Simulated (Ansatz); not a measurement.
# YAlBMo: relaxing a made-up structure, part 2 of 2

This structure for YAlBMo is made up. Its elements were placed in a known structure type with a cell scaled to their sizes. What cell does the guess relax to, and how far off was it?

Ansatz 0.2.0; DFT, PBE, plane-wave PAW, default files, scalar-relativistic, no spin, cell and ions relaxed at zero pressure (the session's first sound run).

So far: Starting point; Relaxing cell and atoms. The relaxed cell has a, b, c = 3.631, 3.500, 10.358 Å (conventional setting).

**3. Electronic structure of the relaxed cell**

A second self-consistent run takes a narrower smearing and the mesh shown in its input; the bands follow along the standard path of the relaxed lattice.

This step: DFT, PBE, plane-wave PAW, default files, scalar-relativistic, no spin, bands and density of states at the relaxed cell (Ansatz 0.2.0).

input.yaml

```yaml
crystal:
  lattice:
    - [3.6312369862, 0.0, 0.0]
    - [0.0, 1.7498610471, 5.1792402543]
    - [0.0, -1.7498610471, 5.1792402543]
  atoms:
    - { symbol: Mo, position: [0.5, 0.8739819945, 0.8739819945] }
    - { symbol: "Y", position: [0.0, 0.150780477, 0.150780477] }
    - { symbol: Al, position: [0.0, 0.4258671042, 0.4258671042] }
    - { symbol: B, position: [0.5, 0.5391704243, 0.5391704243] }
kpoints:
  mp_grid: { grid: [8, 10, 10] }
  band_path:
    path:
      - [[0.0, 0.0, 0.0], [0.0, 0.27853744, -0.27853744], [0.0, 0.0, -0.5], [-0.5, 0.0, -0.5], [-0.5, 0.27853744, -0.27853744], [-0.5, 0.0, 0.0], [0.0, 0.0, 0.0], [0.0, -0.5, -0.5], [0.0, -0.27853744, -0.72146256], [-0.5, -0.27853744, -0.72146256], [-0.5, -0.5, -0.5], [0.0, -0.5, -0.5]]
      - [[-0.5, 0.0, 0.0], [-0.5, -0.5, -0.5]]
    npoints: 6
scf:
  occupations: { method: fermi_dirac, width: 0.03 }
  n_extra_bands: 8
hamiltonian:
  xc: pbe
  pseudopotentials: { kind: paw }
output:
  forces: true
  stress: true
  write_bands: true
  dos: { projected: true }
  write_density: true
  write_potential: true
  elf: true
  volumetric_format: npy
```

Started as:

```bash
> ansatz run input.yaml --threads 4 --pin off --max-ram 8192MiB --backend cpu --events-out ev --progress --plain --runs-dir out
```

Numbers of over 12 decimals in the logs are rounded to 6 here.

The log of the run:

```text
[...]
Crystal: 4 atoms, lattice volume = 65.819 Å³
Basis set: ecut = 420 eV, 1261 PW (Γ), exchange–correlation on 50×80×80 points (8 copies of the dense FFT grid, shifted against one another)
Bands: 24, of which v1, the nominal top of the filled ones, is band 16 counted from 1 (15 counted from 0)
Symmetry: 4 space group operations
[...]
k-points: 155 of 800 (time reversal used)
[...]
SCF iter   1: F=—  HF=-9498.647798 eV  |F-HF|=—  |Δ(HF+E_count)|=         —  Δρ=4.63e-3  dr2=2.08e-2  ethr=1.77e-3  ⟨swp⟩=6.0  Hψ=17371  notcnv=0  defer=14
[...]
SCF iter   6: F=-9498.646256 eV  HF=-9498.646256 eV  |F-HF|=1.49e-8  |Δ(HF+E_count)|=   9.54e-9  Δρ=5.63e-6  dr2=3.42e-8  ethr=3.23e-10  ⟨swp⟩=11.3  Hψ=22099  notcnv=0
SCF 1 converged in 6 iterations: F = -9498.646256 eV  dr2 = 3.42e-8
[...]
NSCF: frozen V_eff on 74 k-points
SCF converged after 6 iterations
Free energy (F): -9498.646256 eV
[...]
Internal energy: -9498.640953 eV  (E = F + TS)
E sigma→0 (E₀):  -9498.643605 eV
Entropy (-TS):   -0.005303 eV (-1.326 meV/atom)
Fermi energy:    12.081018 eV
[...]
--- Forces (eV/Å), atoms counted from 1 ---
  atom   1  Mo     0.00000000     0.00000000    -0.01941103
  atom   2  Y      0.00000000    -0.00000000     0.02056659
  atom   3  Al     0.00000000    -0.00000000     0.00862830
  atom   4  B      0.00000000     0.00000000    -0.00978363
  max |Σ_I F_I| component: 2.35e-7 eV/Å
--- Stress (GPa, compression-positive) ---
       -0.134946      -0.000000      -0.000000
       -0.000000      -0.010671      -0.000000
       -0.000000      -0.000000       0.111475
  P = ⅓ Tr σ = -0.0114 GPa (-0.114 kbar)
--- Band table (eV; the first three rows and the last of 155) ---
  k-point 0: bands = [... 12 lower, 10.7380, 10.7591, 12.2805, 12.4274, 13.4433, 13.8020, 13.9370, 16.2394, ... 4 higher]
  k-point 1: bands = [... 12 lower, 10.4055, 11.2722, 11.9927, 12.5983, 13.4985, 13.6690, 13.8141, 16.4033, ... 4 higher]
  k-point 2: bands = [... 12 lower, 10.3219, 11.4414, 11.6803, 12.6119, 13.3454, 13.6332, 13.8608, 16.6189, ... 4 higher]
  k-point 154: bands = [... 12 lower, 10.9285, 11.1951, 11.3978, 12.0683, 13.5774, 13.7282, 14.4285, 14.5789, ... 4 higher]
```

It took 8.4 s on 4 threads of Arm Neoverse V2, shared host; peak memory 0.57 GiB; 33 s of CPU time.

Reading the cycles: dr2 is the Hartree energy of the density residual (eV), the measure of convergence; HF is the Harris–Foulkes estimate of the energy, which meets the free energy F at convergence.

Numbers from this step:

```yaml
free_energy: -9498.6463 eV
energy_at_zero_smearing: -9498.6436 eV
smearing_term_ts: 0.005303 eV
fermi_energy: 12.08 eV
pressure: -0.01138 GPa
```

From bands.tsv, the bands that come nearest the Fermi level along the path, at its corners, in eV from the Fermi level:

```
point  band 12  band 13  band 14  band 15  band 16  band 17  band 18  band 19
    Γ    -1.69    -1.34    -1.32     0.20     0.35     1.36     1.72     1.86
    X    -2.44    -1.88    -1.13    -0.04     0.28     0.95     1.16     1.96
    S    -2.42    -1.87    -1.39    -0.11     0.39     0.86     1.38     1.84
    R    -2.23    -1.90    -1.53    -0.60    -0.46     1.60     1.73     3.94
    A    -2.45    -1.93    -1.43    -0.54    -0.36     1.55     1.69     3.71
    Z    -1.66    -1.38    -1.33    -0.95    -0.33     1.42     2.36     3.23
    Γ    -1.69    -1.34    -1.32     0.20     0.35     1.36     1.72     1.86
    Y    -1.64    -1.43    -1.43     0.16     0.17     1.20     1.21     3.04
   X1    -2.44    -1.88    -1.13    -0.04     0.28     0.95     1.16     1.96
   A1    -2.45    -1.93    -1.43    -0.54    -0.36     1.55     1.69     3.71
    T    -2.71    -1.15    -0.89    -0.68    -0.01     1.50     1.65     2.35
    Y    -1.64    -1.43    -1.43     0.16     0.17     1.20     1.21     3.04
    Z    -1.66    -1.38    -1.33    -0.95    -0.33     1.42     2.36     3.23
    T    -2.71    -1.15    -0.89    -0.68    -0.01     1.50     1.65     2.35
```

Counts of states for the cell as run, both spins, by energy window (eV from the Fermi level):

| from | to | total |
| --- | --- | --- |
| -8 | -7 | 1.12 |
| -7 | -6 | 0.26 |
| -6 | -5 | 0.65 |
| -5 | -4 | 1.34 |
| -4 | -3 | 1.26 |
| -3 | -2 | 2.32 |
| -2 | -1 | 4.18 |
| -1 | 0 | 3.26 |
| 0 | 1 | 1.15 |
| 1 | 2 | 2.97 |
| 2 | 3 | 2.38 |
| 3 | 4 | 1.73 |
| 4 | 5 | 2.81 |

A further 16.6 states lie below the table's range.

ELF in the ac plane of the conventional cell at fractional y = 0.000, with atoms of Mo and Y and Al and B within 0.2 Å of it. It is the smooth field of the valence electrons, not physical close to the nuclei.

Values, 24 rows by 14 columns, each cell a mean:
```
0.43 0.41 0.34 0.28 0.24 0.24 0.25 0.26 0.25 0.24 0.25 0.30 0.37 0.42
0.54 0.44 0.28 0.23 0.36 0.57 0.62 0.62 0.61 0.50 0.30 0.22 0.33 0.48
0.52 0.38 0.20 0.23 0.51 0.69 0.57 0.49 0.63 0.67 0.40 0.18 0.25 0.44
0.51 0.37 0.20 0.23 0.49 0.69 0.63 0.57 0.66 0.65 0.38 0.19 0.26 0.43
0.52 0.43 0.28 0.22 0.31 0.48 0.55 0.57 0.54 0.42 0.26 0.22 0.33 0.47
0.44 0.41 0.35 0.27 0.21 0.18 0.17 0.17 0.18 0.19 0.23 0.30 0.38 0.43
0.25 0.28 0.32 0.34 0.34 0.32 0.30 0.29 0.30 0.33 0.35 0.34 0.30 0.27
0.14 0.18 0.28 0.41 0.53 0.61 0.64 0.65 0.64 0.58 0.49 0.36 0.23 0.16
0.17 0.23 0.38 0.55 0.68 0.75 0.77 0.78 0.77 0.73 0.64 0.49 0.31 0.20
0.32 0.40 0.56 0.69 0.75 0.70 0.59 0.54 0.62 0.74 0.74 0.65 0.49 0.36
0.46 0.55 0.68 0.76 0.74 0.46 0.16 0.08 0.24 0.61 0.76 0.74 0.63 0.51
0.36 0.50 0.69 0.77 0.75 0.51 0.22 0.13 0.30 0.64 0.77 0.76 0.63 0.45
0.07 0.14 0.39 0.64 0.71 0.66 0.57 0.53 0.60 0.69 0.70 0.57 0.28 0.10
0.11 0.06 0.15 0.42 0.57 0.56 0.53 0.52 0.54 0.57 0.54 0.32 0.08 0.08
0.08 0.11 0.28 0.48 0.55 0.50 0.45 0.43 0.46 0.52 0.54 0.42 0.19 0.09
0.36 0.45 0.58 0.63 0.61 0.55 0.51 0.49 0.52 0.58 0.62 0.63 0.53 0.41
0.35 0.38 0.45 0.51 0.55 0.56 0.56 0.56 0.56 0.56 0.54 0.49 0.42 0.37
0.27 0.24 0.20 0.21 0.27 0.39 0.48 0.50 0.45 0.34 0.24 0.20 0.22 0.25
0.73 0.70 0.57 0.33 0.14 0.15 0.24 0.28 0.21 0.12 0.19 0.42 0.64 0.72
0.66 0.77 0.83 0.65 0.26 0.07 0.08 0.10 0.07 0.09 0.41 0.75 0.82 0.73
0.53 0.71 0.83 0.68 0.27 0.06 0.06 0.08 0.06 0.09 0.43 0.77 0.81 0.65
0.81 0.80 0.71 0.44 0.15 0.10 0.15 0.18 0.13 0.09 0.23 0.55 0.76 0.81
0.45 0.39 0.27 0.16 0.16 0.24 0.30 0.32 0.28 0.20 0.15 0.19 0.32 0.42
0.17 0.18 0.21 0.24 0.27 0.27 0.26 0.25 0.26 0.27 0.26 0.23 0.19 0.17
```
Columns run along a (3.6 Å), rows up along c (10.4 Å), edges of the conventional cell, whose origin can differ from the input's. Atoms in or near the plane, at fractional coordinates: Mo at (0.50, 0.87), Y at (0.00, 0.15), Al at (0.00, 0.43), B at (0.50, 0.54).

Valence density in the ac plane of the conventional cell at fractional y = 0.000, with atoms of Mo and Y and Al and B within 0.2 Å of it. It is the smooth field of the valence electrons, not physical close to the nuclei.

Values in e/Å³, 24 rows by 14 columns, each cell a mean:
```
0.2 0.2 0.2 0.2 0.3 0.5 0.6 0.7 0.6 0.4 0.3 0.2 0.2 0.2
0.2 0.2 0.2 0.4 0.9 2.3 3.5 3.8 3.1 1.7 0.7 0.3 0.2 0.2
0.2 0.2 0.3 0.6 2.0 4.8 6.3 6.4 6.0 3.7 1.4 0.4 0.2 0.2
0.2 0.2 0.3 0.6 1.7 4.2 5.8 6.1 5.4 3.2 1.2 0.4 0.2 0.2
0.1 0.2 0.2 0.3 0.6 1.4 2.2 2.5 2.0 1.1 0.5 0.2 0.2 0.1
0.1 0.1 0.1 0.1 0.2 0.2 0.3 0.3 0.3 0.2 0.2 0.1 0.1 0.1
0.1 0.1 0.1 0.1 0.1 0.1 0.1 0.1 0.1 0.1 0.1 0.1 0.1 0.1
0.1 0.1 0.1 0.1 0.1 0.1 0.2 0.2 0.1 0.1 0.1 0.1 0.1 0.1
0.1 0.1 0.1 0.2 0.2 0.2 0.3 0.3 0.3 0.2 0.2 0.2 0.1 0.1
0.1 0.2 0.2 0.3 0.3 0.5 0.5 0.5 0.5 0.4 0.3 0.2 0.2 0.1
0.2 0.2 0.3 0.4 0.5 0.6 0.5 0.4 0.6 0.6 0.5 0.3 0.2 0.2
0.2 0.2 0.3 0.4 0.6 0.7 0.6 0.5 0.6 0.6 0.5 0.4 0.3 0.2
0.1 0.1 0.2 0.4 0.4 0.5 0.5 0.5 0.5 0.5 0.4 0.3 0.2 0.1
0.1 0.1 0.2 0.3 0.3 0.3 0.3 0.3 0.3 0.3 0.3 0.2 0.1 0.1
0.1 0.1 0.2 0.3 0.3 0.2 0.2 0.2 0.2 0.2 0.3 0.2 0.2 0.1
0.2 0.2 0.2 0.2 0.2 0.2 0.2 0.2 0.2 0.2 0.2 0.2 0.2 0.2
0.2 0.2 0.2 0.2 0.2 0.2 0.2 0.2 0.2 0.2 0.2 0.2 0.2 0.2
0.4 0.3 0.2 0.2 0.1 0.1 0.1 0.1 0.1 0.1 0.1 0.2 0.3 0.3
1.8 1.5 0.8 0.4 0.2 0.1 0.1 0.1 0.1 0.1 0.2 0.5 1.1 1.6
3.5 3.4 2.3 1.0 0.3 0.1 0.1 0.1 0.1 0.1 0.5 1.4 2.8 3.5
3.4 3.6 2.6 1.1 0.3 0.1 0.1 0.1 0.1 0.2 0.5 1.6 3.1 3.6
2.7 2.3 1.4 0.6 0.2 0.1 0.1 0.1 0.1 0.1 0.3 0.8 1.8 2.5
0.6 0.5 0.3 0.2 0.2 0.1 0.1 0.1 0.1 0.1 0.2 0.2 0.4 0.6
0.2 0.2 0.2 0.2 0.2 0.2 0.2 0.2 0.2 0.2 0.2 0.2 0.2 0.2
```
Columns run along a (3.6 Å), rows up along c (10.4 Å), edges of the conventional cell, whose origin can differ from the input's. Atoms in or near the plane, at fractional coordinates: Mo at (0.50, 0.87), Y at (0.00, 0.15), Al at (0.00, 0.43), B at (0.50, 0.54).

Electrostatic potential energy in the ac plane of the conventional cell at fractional y = 0.000, with atoms of Mo and Y and Al and B within 0.2 Å of it. With pseudopotentials it is smooth inside the atoms' cores, unlike the true potential.

Ten even steps from '_' (-50 eV) to '@' (16 eV), each cell a mean:
```
@@@@@@@@%%%%######%%@@@@@@@@
@@@@@@%%**--....::==##%%@@@@
@@@@@@##--________..++%%@@@@
@@@@@@##==________..++%%@@@@
@@@@@@%%##++----==**%%@@@@@@
@@@@@@@@@@%%%%%%%%@@@@@@@@@@
@@@@@@@@@@@@@@@@@@@@@@@@@@@@
@@@@@@@@@@@@@@@@@@@@@@@@@@@@
@@@@@@@@@@@@@@@@@@@@@@@@@@@@
@@@@@@@@@@##**++**%%@@@@@@@@
@@@@@@@@%%==..__..++%%@@@@@@
##%%%%%%%%==....::**%%%%%%##
########%%%%######%%%%######
%%%%####%%@@@@@@@@@@%%####%%
########@@@@@@@@@@@@%%######
####%%@@@@@@@@@@@@@@@@%%%%##
%%@@@@@@@@@@@@@@@@@@@@@@@@%%
%%%%%%@@@@@@@@@@@@@@@@@@%%%%
--==**##%%@@@@@@@@@@%%##++==
____::++%%@@@@@@@@%%##==..__
____::++##@@@@@@@@%%##--..__
::::==##%%@@@@@@@@@@%%**--::
**##%%%%@@@@@@@@@@@@@@%%####
@@@@@@@@@@@@@@@@@@@@@@@@@@@@
```
Columns run along a (3.6 Å; values clipped at the 3rd and 97th percentile), rows up along c (10.4 Å), edges of the conventional cell, whose origin can differ from the input's. Atoms in or near the plane, at fractional coordinates: Mo at (0.50, 0.87), Y at (0.00, 0.15), Al at (0.00, 0.43), B at (0.50, 0.54).

**4. What came out**

```json
{
 "space group, relaxed": "Amm2",
 "conventional cell": "a = 3.631, b = 3.500, c = 10.358 Å; α = 90.0°, β = 90.0°, γ = 90.0°",
 "volume per atom": "16.45 Å³ (guess 15.51)"
}
```

What this shows: YAlBMo relaxes to Amm2 with a = 3.631, b = 3.500 and c = 10.358 Å. The guessed volume was 6 % too small. The space group Amm2 was held in the relaxation, so the end point is a stationary structure within it and may be a saddle against distortions or other arrangements. Bands cross the Fermi level, so it is a metal or semimetal at this level. The electron count is odd, which forces that without spin polarisation or a larger cell. On the 8×10×10 mesh with the narrower smearing (relaxed on 8×8×8) the largest force component is 0.021 eV/Å and the largest stress component is 0.135 GPa, against the relaxation's thresholds of 0.015 eV/Å and 0.05 GPa. The cutoff wasn't tested. A vector of the cell changed its length by 9 %, more than the volume shows. No dispersion term is used, so weakly bound directions may come out too long. The runs have no spin, and magnetism wasn't tested. Nothing here tests whether the compound is stable against decomposition.

[Logs are printed without paths, hosts, clocks, repeated set-up lines and the standing remarks that a program may print on its own settings, such as how far it seeks lower states.]

[Hosts, paths, dates, database ids (printed as entryN), source tags and the programs' standing remarks are cut or masked in the printed files.]
